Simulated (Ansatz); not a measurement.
# ScCo3C (Pm-3m): phonons and vibrational spectra, part 2 of 2

Wanted: phonon frequencies of ScCo3C (Pm-3m) and what follows from them.

Ansatz 0.2.0; DFT PBEsol, scalar-relativistic, plane waves, PAW; PAW set soft_1.

So far. Step 3 (Relaxing to small forces for the phonons): The forces vanish by symmetry and the pressure is -0.005 GPa, within the tolerances set. The cell now holds 10.63 Å³/atom. The relaxed cell has a = 3.760 Å (conventional setting).

### Step 4. Linear response at the zone centre

The zone centre comes first: it holds the modes that light can see, as far as symmetry allows. No field response is asked, since the mesh shows no gap.

input.yaml reads:

```yaml
crystal:
  lattice:
    - [3.7596251135, 0.0, 0.0]
    - [0.0, 3.7596251135, 0.0]
    - [0.0, 0.0, 3.7596251135]
  atoms:
    - { symbol: Sc, position: [0.0, 0.0, 0.0] }
    - { symbol: Co, position: [0.0, 0.5, 0.5] }
    - { symbol: Co, position: [0.5, 0.0, 0.5] }
    - { symbol: Co, position: [0.5, 0.5, 0.0] }
    - { symbol: C, position: [0.5, 0.5, 0.5] }
kpoints:
  mp_grid: { grid: [12, 12, 12] }
hamiltonian:
  xc: pbesol
  pseudopotentials: { kind: paw, azcp: { folder: soft_1 }, xc_functional: pbe }
scf:
  occupations: { method: methfessel_paxton, width: 0.2 }
output:
  eigenvalues: true
phonons:
  method: dfpt
```

Launch:

```sh
> ansatz run input.yaml --threads 4 --pin off --max-ram 10240MiB --backend cpu --events-out ev --progress --plain --runs-dir out
```

Numbers of over 12 decimals in the logs are rounded to 6 here.

Log:

```text
zone centre: on kpoints.mp_grid the ground state, and the responses unless they are solved on pairs of k-points, stand on 343 of the mesh's 1728 k-points, reduced under 8 symmetry operations, with k and −k counted as one. Each operation leaves every solved displacement unchanged or reverses it
[...]
Crystal: 5 atoms, lattice volume = 53.141 Å³
Basis set: ecut = 420 eV, 1021 PW (Γ), exchange–correlation on 54×54×54 points (8 copies of the dense FFT grid, shifted against one another)
Bands: 40, of which v1, the nominal top of the filled ones, is band 33 counted from 1 (32 counted from 0)
Symmetry: 48 space group operations
k-points: 343 of 1728 (irreducible under 8 space group operations)
[...]
SCF iter   1: F=—  HF=-17638.978300 eV  |F-HF|=—  |Δ(HF+E_count)|=         —  Δρ=6.56e-2  dr2=1.10e0  ethr=3.10e-3  ⟨swp⟩=4.2  Hψ=40767  notcnv=0
[...]
SCF iter  11: F=-17638.854220 eV  HF=-17638.854220 eV  |F-HF|=7.28e-12  |Δ(HF+E_count)|=  3.64e-12  S|Δr|=    0.00e0  Δρ=6.67e-8  dr2=2.22e-12  ethr=1.00e-12  ⟨swp⟩=9.2  Hψ=67770  notcnv=0
SCF 1 converged in 11 iterations: F = -17638.854220 eV  dr2 = 2.22e-12
[...]
DFPT response loops at Γ: preconditioner auto → Kerker (q_TF=auto, 2.829 Å⁻¹) (partly filled bands, converged f_vac=0.000); β = 1.00, the filter's whole step (`scf.mixing.beta` (0.50) is not read by the response loops under this deck's `scf.mixing.preconditioner`; to damp them name `kerker` or `kerker_dos`, under which they read `scf.mixing.beta`, and type it under 1.00, their step now; both keys bind the ground state too); Broyden in place of MSR1
SCF converged after 11 iterations
[...]
Free energy (F): -17638.854220 eV
[...]
Internal energy: -17638.864083 eV  (E = F + TS)
E sigma→0 (E₀):  -17638.856686 eV
Entropy (-TS):   0.009862 eV (1.972 meV/atom)
Fermi energy:    17.369647 eV
Step filling:    the computed levels leave a gap of 0.0000 eV = 0.0 smearing widths at the electron count; against every level under it full and every level over it empty, smearing changes F+E_penalty+E_count by +3.844 meV and its σ→0 estimate by +1.379 meV
[...]
--- Band table (eV; the first three rows and the last of 343) ---
  k-point 0: bands = [... 29 lower, 16.1233, 16.1233, 17.2128, 17.2128, 17.2128, 17.4842, 19.8672, 19.8672, ... 3 higher]
  k-point 1: bands = [... 29 lower, 16.1249, 16.2457, 17.2129, 17.2515, 17.2515, 17.4526, 19.8445, 19.9188, ... 3 higher]
  k-point 2: bands = [... 29 lower, 16.1279, 16.3936, 17.2131, 17.3579, 17.3624, 17.3624, 19.7807, 20.0618, ... 3 higher]
  k-point 342: bands = [... 29 lower, 17.2460, 17.2460, 17.2460, 17.5123, 17.5123, 17.5123, 18.4937, 18.4937, ... 3 higher]
--- Phonons (Γ-DFPT): 4 representative perturbations + reference, on 343 of 1728 k-points (Σ response iterations 13) ---
  k mesh reduced under 8 symmetry operations, with k and −k counted as one. Each operation leaves every solved displacement unchanged or reverses it
  ASR residual: 4.356e-5 → 0.000e0 eV/Å²; symmetrization residual: 3.771e-6 eV/Å²
  ASR residual per site (eV/Å²): 1.58e-5 4.36e-5 4.36e-5 4.36e-5 3.13e-5
  Γ frequencies (cm⁻¹): 0.00 0.00 0.00 154.61 154.61 154.61 211.07 211.07 211.07 258.83 258.83 258.83 598.25 598.25 598.25
  non-analytic LO–TO correction: not included (Born effective charges unavailable; polar crystals: no LO–TO splitting at Γ)
```

It took 1.9 min on 4 threads of Arm Neoverse V1, shared host; peak memory 2.7 GiB; 7.4 min of CPU time.

Reading the cycles: dr2 is the Hartree energy of the density residual (eV), the measure of convergence; HF is the Harris–Foulkes estimate of the energy, which meets the free energy F at convergence.

This step gave:

| Item | Value |
| --- | --- |
| sum-rule residual before enforcement | 4.36e-5 eV/Å² |
| point group | m-3m |
| highest optical mode at the zone centre (no LO-TO term) | 598.2 cm⁻¹ |
| lowest optical zone-centre mode | 154.6 cm⁻¹ |

Patterns of degenerate modes are one choice out of their space. Modes at Γ, with each element's share of the kinetic energy:

| mode | frequency (cm⁻¹) | symmetry | Sc % | Co % | C % |
| --- | --- | --- | --- | --- | --- |
| 1 | 0.0 | acoustic | 19 | 76 | 5 |
| 2 | 0.0 | acoustic | 19 | 76 | 5 |
| 3 | 0.0 | acoustic | 19 | 76 | 5 |
| 4 | 154.6 | T1u | 11 | 74 | 15 |
| 5 | 154.6 | T1u | 11 | 74 | 15 |
| 6 | 154.6 | T1u | 11 | 74 | 15 |
| 7 | 211.1 | T2u | 0 | 100 | 0 |
| 8 | 211.1 | T2u | 0 | 100 | 0 |
| 9 | 211.1 | T2u | 0 | 100 | 0 |
| 10 | 258.8 | T1u | 70 | 30 | 0 |
| 11 | 258.8 | T1u | 70 | 30 | 0 |
| 12 | 258.8 | T1u | 70 | 30 | 0 |
| 13 | 598.2 | T1u | 0 | 21 | 79 |
| 14 | 598.2 | T1u | 0 | 21 | 79 |
| 15 | 598.2 | T1u | 0 | 21 | 79 |

Displacements in mode 6 (154.6 cm⁻¹), the largest set to 1:
```
Sc1  0.00 -0.02 -0.44
Co2  0.00 -0.01 -0.36
Co3  0.00  0.03 -0.36
Co4  0.00 -0.01  0.85
C5   0.00  0.04  1.00
```

Displacements in mode 15 (598.2 cm⁻¹), the largest set to 1:
```
Sc1  0.00  0.00 -0.01
Co2  0.00  0.00  0.01
Co3  0.00  0.03  0.01
Co4  0.00  0.00 -0.23
C5   0.00 -0.12  1.00
```

Before it was imposed, the acoustic sum rule was missed by 4.4e-5 eV/Å². Small misses are needed for a sound result but don't prove that mesh and cutoff are converged. The lowest optical mode is real, 155 cm⁻¹.

### Step 5. The dispersion

Stability and thermal properties need the whole zone. Linear response on a 2×2×2 q mesh gives force constants as far as a supercell of that size would.

Edit input.yaml of step 4 so:

```diff
@@ -22 +22,8 @@
   method: dfpt
+  qmesh: [2, 2, 2]
+  temperatures: { t_max: 1000, t_step: 50 }
+  qpath:
+    path:
+      - [[0.0, 0.0, 0.0], [0.0, 0.5, 0.0], [0.5, 0.5, 0.0], [0.0, 0.0, 0.0], [0.5, 0.5, 0.5], [0.0, 0.5, 0.0]]
+      - [[0.5, 0.5, 0.5], [0.5, 0.5, 0.0]]
+    npoints: 10
```

Log:

```text
[...]
Crystal: 5 atoms, lattice volume = 53.141 Å³
Basis set: ecut = 420 eV, 1021 PW (Γ), exchange–correlation on 54×54×54 points (8 copies of the dense FFT grid, shifted against one another)
Bands: 40, of which v1, the nominal top of the filled ones, is band 33 counted from 1 (32 counted from 0)
Symmetry: 48 space group operations
k-points: 84 of 1728
[...]
SCF iter   1: F=—  HF=-17638.978298 eV  |F-HF|=—  |Δ(HF+E_count)|=         —  Δρ=6.56e-2  dr2=1.10e0  ethr=3.10e-3  ⟨swp⟩=4.2  Hψ=9973  notcnv=0
[...]
SCF iter  11: F=-17638.854220 eV  HF=-17638.854220 eV  |F-HF|=0.00e0  |Δ(HF+E_count)|=  3.64e-12  S|Δr|=    0.00e0  Δρ=6.65e-8  dr2=2.21e-12  ethr=1.00e-12  ⟨swp⟩=9.3  Hψ=16677  notcnv=0
SCF 1 converged in 11 iterations: F = -17638.854220 eV  dr2 = 2.21e-12
[...]
SCF iter   7: F=-17638.854220 eV  HF=-17638.854220 eV  |F-HF|=0.00e0  |Δ(HF+E_count)|=  3.64e-12  S|Δr|=    0.00e0  Δρ=8.57e-9  dr2=4.44e-14  ethr=1.00e-12  ⟨swp⟩=2.6  Hψ=6671  notcnv=0
SCF 2 converged in 7 iterations: F = -17638.854220 eV  dr2 = 4.44e-14
phonons: the bands overlap, so this run is a metal and interpolates without the dipole-dipole term. If the crystal is really an insulator or semiconductor, its LO-TO splitting is missing
NSCF: frozen V_eff on 84 k-points
[...]
DFPT response loops at q = (0, 0, 0) (fractional): preconditioner auto → Kerker (q_TF=auto, 2.829 Å⁻¹) (partly filled bands, converged f_vac=0.000); β = 1.00, the filter's whole step (`scf.mixing.beta` (0.50) is not read by the response loops under this deck's `scf.mixing.preconditioner`; to damp them name `kerker` or `kerker_dos`, under which they read `scf.mixing.beta`, and type it under 1.00, their step now; both keys bind the ground state too); Broyden in place of MSR1
[...]
SCF converged after 11 iterations
[...]
Free energy (F): -17638.854220 eV
[...]
Internal energy: -17638.864083 eV  (E = F + TS)
E sigma→0 (E₀):  -17638.856686 eV
Entropy (-TS):   0.009862 eV (1.972 meV/atom)
Fermi energy:    17.369647 eV
[...]
--- Band table (eV; the first three rows and the last of 84) ---
  k-point 0: bands = [... 29 lower, 16.1233, 16.1233, 17.2128, 17.2128, 17.2128, 17.4842, 19.8672, 19.8672, ... 3 higher]
  k-point 1: bands = [... 29 lower, 16.1249, 16.2457, 17.2129, 17.2515, 17.2515, 17.4526, 19.8445, 19.9188, ... 3 higher]
  k-point 2: bands = [... 29 lower, 16.1279, 16.3936, 17.2131, 17.3579, 17.3624, 17.3624, 19.7807, 20.0618, ... 3 higher]
  k-point 83: bands = [... 29 lower, 17.2460, 17.2460, 17.2460, 17.5123, 17.5123, 17.5123, 18.4937, 18.4937, ... 3 higher]
--- Phonons (Γ-DFPT): 4 representative perturbations + reference (Σ response iterations 13) ---
  ASR residual: 4.377e-5 → 0.000e0 eV/Å²; symmetrization residual: 3.708e-6 eV/Å²
  ASR residual per site (eV/Å²): 1.60e-5 4.38e-5 4.38e-5 4.38e-5 3.11e-5
[...]
--- Phonons (arbitrary-q DFPT): 4 irreducible q on the 2×2×2 mesh ---
  q = [0.0000, 0.0000, 0.0000] (star 1, of the zone-centre solve; hermiticity 3.98e-7, symmetrization 7.89e-13): -0.00 -0.00 0.00 154.61 154.61 154.61 211.07 211.07 211.07 258.83 258.83 258.83 598.25 598.25 598.25
  q = [0.0000, 0.0000, -0.5000] (star 3, 9 solved perturbations in 2646 linear systems a pass and spin channel, the states on 343 of 1728 k-point pairs; hermiticity 1.34e-7, symmetrization 1.21e-12): 133.30 133.30 138.97 138.97 186.56 188.38 199.39 199.39 251.01 251.01 253.13 313.49 592.43 592.43 715.43
[...]
sum rule: each row above includes the acoustic sum rule's correction from the zone centre's row sums; it moved no ω² by more than (0.84 cm⁻¹)²
  mesh force constants: q→R imaginary residual 5.37e-18; ASR residual 4.377e-5 → 0.000e0 eV/Å²; symmetrization residual 1.776e-14 eV/Å²
  interpolated dispersion: 62 rows × 15 modes
  density of states and harmonic sums: on the 16×16×16 q-mesh, interpolated from the force constants of a 2×2×2 supercell (no non-analytic term)
  largest difference from the sums on the solved wave vectors: F 4.86e-2 eV, S 8.09e-5 and C_V 3.22e-5 eV/K
  zero-point energy: 0.274802 eV/cell   skipped modes (ω ≤ 0): 3   left out of the sums: 4.88e-5 of the cell's modes: C_V's classical limit lies that fraction below 3 k_B per atom; for a crystal, a wire or a layer, F and S can be off by more, and a phonons.interpolated_qmesh denser along its periods is the remedy for the sampling
```

Elapsed: 9.3 min, on 4 threads; peak memory 2.2 GiB; 36 min of CPU time.

This step gave:

* sum-rule residual before enforcement: 4.38e-5 eV/Å²
* lowest frequency on the path: 0 cm⁻¹
* highest frequency on the path or at a solved wavevector: 726.6 cm⁻¹
* mean frequency: 295.5 cm⁻¹
* Debye temperature (second moment): 649 K
* logarithmic mean frequency: 250.8 cm⁻¹
* lowest mode on the q mesh (acoustic modes at Γ apart): 133.3 cm⁻¹
* zero-point energy per atom: 54.96 meV
* heat capacity at 300 K: 20.65 J/(mol atoms K)
* vibrational entropy at 300 K: 22.82 J/(mol atoms K)
* edges of the widest gap between branches, on path and mesh: 398.5, 581.9 cm⁻¹

Frequencies (cm⁻¹) solved at each irreducible wavevector; negative means imaginary. Frequencies by wavevector, by row:

| q in reciprocal lattice units | star | mode 1 | mode 2 | mode 3 | mode 4 | mode 13 | mode 14 | mode 15 |
| --- | --- | --- | --- | --- | --- | --- | --- | --- |
| 0 0 0 | 1 | 0 | 0 | 0 | 154.6 | 598.2 | 598.2 | 598.2 |
| 0 0 -0.5 | 3 | 133.3 | 133.3 | 139 | 139 | 592.4 | 592.4 | 715.4 |
| 0 -0.5 -0.5 | 3 | 140.4 | 140.4 | 155.6 | 168 | 581.9 | 709.4 | 709.4 |
| -0.5 -0.5 -0.5 | 1 | 136.7 | 136.7 | 136.7 | 169.6 | 726.6 | 726.6 | 726.6 |

Interpolated from a 2×2×2 q mesh, rough between the solved points. Phonon branches along the path, in cm⁻¹:

| point | branch 1 | branch 2 | branch 3 | branch 4 | branch 12 | branch 13 | branch 14 | branch 15 |
| --- | --- | --- | --- | --- | --- | --- | --- | --- |
| Γ | 0 | 0 | 0 | 155 | 259 | 598 | 598 | 598 |
| halfway | 76 | 76 | 134 | 159 | 259 | 595 | 595 | 654 |
| X | 133 | 133 | 139 | 139 | 314 | 592 | 592 | 715 |
| halfway | 140 | 149 | 159 | 160 | 331 | 587 | 648 | 712 |
| M | 140 | 140 | 156 | 168 | 361 | 582 | 709 | 709 |
| halfway | 108 | 109 | 168 | 170 | 286 | 591 | 650 | 652 |
| Γ | 0 | 0 | 0 | 155 | 259 | 598 | 598 | 598 |
| halfway | 127 | 127 | 180 | 186 | 312 | 650 | 650 | 653 |
| R | 137 | 137 | 137 | 170 | 398 | 727 | 727 | 727 |
| halfway | 150 | 154 | 155 | 169 | 349 | 649 | 652 | 715 |
| X | 133 | 133 | 139 | 139 | 314 | 592 | 592 | 715 |
| jump to R | 137 | 137 | 137 | 170 | 398 | 727 | 727 | 727 |
| halfway | 142 | 142 | 163 | 173 | 376 | 652 | 718 | 718 |
| M | 140 | 140 | 156 | 168 | 361 | 582 | 709 | 709 |

Tetrahedra on a 16×16×16 mesh, mean over bins of 10 cm-1. Interpolated from a 2×2×2 q mesh, rough between the solved points. Phonon density of states against wavenumber; read off at these points:

| wavenumber (cm⁻¹) | phonon density of states (1/cm⁻¹/cell) |
| --- | --- |
| 5 | 1.0e-5 |
| 25 | 3.3e-4 |
| 45 | 0.00134 |
| 65 | 0.00318 |
| 85 | 0.00635 |
| 105 | 0.0120 |
| 125 | 0.0247 |
| 145 | 0.0706 |
| 165 | 0.104 |
| 175 | 0.113 |
| 185 | 0.0733 |
| 195 | 0.0898 |
| 215 | 0.0249 |
| 235 | 0.0567 |
| 255 | 0.185 |
| 275 | 0.00363 |
| 295 | 0.00541 |
| 315 | 0.0123 |
| 335 | 0.00991 |
| 355 | 0.0103 |
| 375 | 0.004 |
| 395 | 0.00102 |
| 415 | 0 |
| 435 | 0 |
| 455 | 0 |
| 475 | 0 |
| 495 | 0 |
| 515 | 0 |
| 535 | 0 |
| 545 | 0 |
| 565 | 0 |
| 585 | 0.00871 |
| 595 | 0.0413 |
| 605 | 0.0284 |
| 625 | 0.0191 |
| 645 | 0.0156 |
| 665 | 0.0146 |
| 685 | 0.0169 |
| 705 | 0.0328 |
| 725 | 0.00292 |

The partial phonon density of states has structure finer than the step of the table below, so its rows give means over 20 cm⁻¹, whole bins alone (the curve runs from -10 to 756 cm⁻¹). Peaks (cm⁻¹: height): C 597.3: 0.0281, 631.1: 0.0245, 655.2: 0.0243, 684.1: 0.0253, 708.2: 0.0343; Co 173.2: 0.0984, 255.1: 0.0590; Sc 144.2: 0.0152, 255.1: 0.0965.

Phonopy on the run's constants, 15x15x15 mesh, Gaussian sigma 5.5 cm-1. Interpolated from a 2×2×2 q mesh, rough between the solved points. Table of partial phonon density of states by wavenumber; means over each step; values in 1/cm⁻¹/cell:

| wavenumber (cm⁻¹) | C | Co | Sc |
| --- | --- | --- | --- |
| 0 | 1.7e-7 | 3.6e-5 | 9.0e-6 |
| 20 | 1.4e-5 | 2.1e-4 | 5.1e-5 |
| 40 | 5.3e-5 | 8.6e-4 | 2.2e-4 |
| 60 | 1.1e-4 | 0.00213 | 5.6e-4 |
| 80 | 1.9e-4 | 0.00422 | 0.00112 |
| 100 | 3.0e-4 | 0.00809 | 0.00217 |
| 120 | 4.5e-4 | 0.0170 | 0.00458 |
| 140 | 7.4e-4 | 0.0421 | 0.0126 |
| 160 | 0.00242 | 0.0653 | 0.00835 |
| 180 | 0.00196 | 0.0852 | 0.00530 |
| 200 | 0.00245 | 0.0690 | 0.00290 |
| 220 | 0.00166 | 0.0229 | 0.00374 |
| 240 | 0.00130 | 0.0344 | 0.0358 |
| 260 | 4.6e-4 | 0.0418 | 0.0700 |
| 280 | 2.7e-4 | 0.00447 | 0.00237 |
| 300 | 3.3e-4 | 0.00655 | 3.3e-5 |
| 320 | 3.9e-4 | 0.0104 | 2.5e-5 |
| 340 | 3.3e-4 | 0.00955 | 9.2e-6 |
| 360 | 2.0e-4 | 0.00803 | 3.7e-7 |
| 380 | 6.4e-5 | 0.00342 | 0 |
| 400 | 5.0e-6 | 7.0e-4 | 0 |
| 420 | 0 | 2.1e-6 | 0 |
| 440 | 0 | 0 | 0 |
| 460 | 0 | 0 | 0 |
| 480 | 0 | 0 | 0 |
| 500 | 0 | 0 | 0 |
| 520 | 0 | 0 | 0 |
| 540 | 0 | 0 | 0 |
| 560 | 2.2e-5 | 5.6e-6 | 0 |
| 580 | 0.00669 | 0.00169 | 0 |
| 600 | 0.0252 | 0.00571 | 7.6e-6 |
| 620 | 0.0161 | 0.00259 | 1.3e-5 |
| 640 | 0.0127 | 0.00147 | 1.5e-5 |
| 660 | 0.0166 | 0.00116 | 2.1e-5 |
| 680 | 0.0172 | 5.7e-4 | 2.8e-5 |
| 700 | 0.0249 | 2.8e-4 | 3.8e-5 |
| 720 | 0.0164 | 5.4e-5 | 2.1e-5 |
| 740 | 3.7e-4 | 0 | 0 |

Harmonic thermodynamic functions per atom, from the density of states. Interpolated from a 2×2×2 q mesh, rough between the solved points. Thermodynamic functions, by row:

| T (K) | F_vib (meV/atom) | S (J/mol-atom/K) | C_V (J/mol-atom/K) |
| --- | --- | --- | --- |
| 0 | 54.96 | 0 | 0 |
| 50 | 54.86 | 0.861 | 2.839 |
| 100 | 53.38 | 5.244 | 10.32 |
| 200 | 42.71 | 15.04 | 17.57 |
| 300 | 22.93 | 22.82 | 20.65 |
| 400 | -4.04 | 29 | 22.22 |
| 500 | -36.81 | 34.06 | 23.08 |
| 600 | -74.38 | 38.32 | 23.6 |
| 700 | -116 | 41.99 | 23.94 |
| 800 | -161.2 | 45.2 | 24.16 |
| 900 | -209.6 | 48.05 | 24.32 |
| 1000 | -260.8 | 50.62 | 24.43 |

Harmonic mean-square displacement, third of the trace. Interpolated from a 2×2×2 q mesh, rough between the solved points. Mean square displacements, by row:

| T (K) | Sc1 U_eq (Å²) | Co2 U_eq (Å²) | Co3 U_eq (Å²) | Co4 U_eq (Å²) | C5 U_eq (Å²) |
| --- | --- | --- | --- | --- | --- |
| 0 | 0.0018 | 0.00154 | 0.00154 | 0.00154 | 0.00266 |
| 100 | 0.00217 | 0.00194 | 0.00194 | 0.00194 | 0.00289 |
| 300 | 0.00451 | 0.00425 | 0.00425 | 0.00425 | 0.00423 |
| 600 | 0.00857 | 0.00817 | 0.00817 | 0.00817 | 0.00703 |

Symmetry leaves 4 wavevectors to solve. The lowest mode among them, the acoustic zeros apart, lies at q = (0, 0, -0.5) and is real, 133 cm⁻¹.

### Step 6. Another isotope

An isotope changes the mass and not the force constants, so no new electronic calculation is needed; the shifts show which modes move this element.

The same force constants with the mass of C changed from 12.011 to 13.003 u (phonopy, no LO-TO term). Both lists are sorted by frequency; levels can cross, so a row need not hold one and the same mode. Modes under 3 cm⁻¹ are left out. Isotope shifts, by row, the first 40 of 57 rows:

| q | rank | natural mass (cm⁻¹) | changed mass (cm⁻¹) |
| --- | --- | --- | --- |
| 0 0 0 | 4 | 154.6 | 153.7 |
| 0 0 0 | 5 | 154.6 | 153.7 |
| 0 0 0 | 6 | 154.6 | 153.7 |
| 0 0 0 | 7 | 211.1 | 211.1 |
| 0 0 0 | 8 | 211.1 | 211.1 |
| 0 0 0 | 9 | 211.1 | 211.1 |
| 0 0 0 | 10 | 258.8 | 258.8 |
| 0 0 0 | 11 | 258.8 | 258.8 |
| 0 0 0 | 12 | 258.8 | 258.8 |
| 0 0 0 | 13 | 598.2 | 579.9 |
| 0 0 0 | 14 | 598.2 | 579.9 |
| 0 0 0 | 15 | 598.2 | 579.9 |
| 0 0 -0.5 | 1 | 133.3 | 132.4 |
| 0 0 -0.5 | 2 | 133.3 | 132.4 |
| 0 0 -0.5 | 3 | 139 | 139 |
| 0 0 -0.5 | 4 | 139 | 139 |
| 0 0 -0.5 | 5 | 186.6 | 186.6 |
| 0 0 -0.5 | 6 | 188.4 | 188.4 |
| 0 0 -0.5 | 7 | 199.4 | 199 |
| 0 0 -0.5 | 8 | 199.4 | 199 |
| 0 0 -0.5 | 9 | 251 | 251 |
| 0 0 -0.5 | 10 | 251 | 251 |
| 0 0 -0.5 | 11 | 253.1 | 253.1 |
| 0 0 -0.5 | 12 | 313.5 | 313.5 |
| 0 0 -0.5 | 13 | 592.4 | 574.2 |
| 0 0 -0.5 | 14 | 592.4 | 574.2 |
| 0 0 -0.5 | 15 | 715.4 | 687.6 |
| 0 -0.5 -0.5 | 1 | 140.4 | 140.4 |
| 0 -0.5 -0.5 | 2 | 140.4 | 140.4 |
| 0 -0.5 -0.5 | 3 | 155.6 | 155.6 |
| 0 -0.5 -0.5 | 4 | 168 | 166.5 |
| 0 -0.5 -0.5 | 5 | 185.8 | 185.8 |
| 0 -0.5 -0.5 | 6 | 185.8 | 185.8 |
| 0 -0.5 -0.5 | 7 | 222.8 | 222.8 |
| 0 -0.5 -0.5 | 8 | 226.1 | 226.1 |
| 0 -0.5 -0.5 | 9 | 251.9 | 251.9 |
| 0 -0.5 -0.5 | 10 | 253.9 | 253.9 |
| 0 -0.5 -0.5 | 11 | 253.9 | 253.9 |
| 0 -0.5 -0.5 | 12 | 360.9 | 360.9 |
| 0 -0.5 -0.5 | 13 | 581.9 | 564.2 |

A mode of this element alone would shift by -3.89 %. The highest zone-centre frequency without the field goes from 598.2 to 579.9 cm⁻¹ (-3.1 %). The product of the frequency ratios over all optical modes at Γ is 0.893; the product rule, (m/m′)^(3k/2) (M′/M)^(3/2) with k = 1 such atoms and M the mass of the cell, gives 0.893.

### Step 7. Summary of results

```
space group after relaxation (within 0.01 Å)            : Pm-3m
volume per atom                                         : 10.6 Å³
electronic character                                    : no gap on this mesh
highest optical mode at the zone centre (no LO-TO term) : 598 cm⁻¹
lowest optical zone-centre mode                         : 155 cm⁻¹
lowest mode on the q mesh (acoustic modes at Γ apart)   : 133 cm⁻¹
highest frequency on the path or at a solved wavevector : 727 cm⁻¹
zero-point energy per atom                              : 55.0 meV
heat capacity at 300 K                                  : 20.7 J/(mol atoms K)
vibrational entropy at 300 K                            : 22.8 J/(mol atoms K)
Debye temperature (second moment)                       : 649 K
imaginary modes on the 2×2×2 q mesh                     : none
```

The structure is a minimum as far as tested: no mode is imaginary at the 4 irreducible wavevectors of the 2×2×2 mesh, and the softest away from the acoustic zeros lies at 133 cm⁻¹. The optical modes at Γ span 155 to 598 cm⁻¹. The highest mode in this list at Γ, 598.2 cm⁻¹, is mostly motion of C (79 % of the kinetic energy). On the path and the mesh, the widest gap between branches runs from 398 to 582 cm⁻¹. The q mesh stands for a supercell only 7.5 Å across, so branches between the solved wavevectors are rough. With no gap, or one that is small against the smearing, the frequencies hang on the k mesh and the smearing, most of all near Kohn anomalies. The phonon runs are without spin polarisation, although Co often carries a moment. The PAW files were made for PBE and serve the other functionals too. These are harmonic frequencies at zero temperature: anharmonic shifts, linewidths and thermal expansion are left out.

[Logs are printed without paths, hosts, clocks, repeated set-up lines and the standing remarks that a program may print on its own settings, such as how far it seeks lower states.]

[Hosts, paths, dates, database ids (printed as entryN), source tags and the programs' standing remarks are cut or masked in the printed files.]
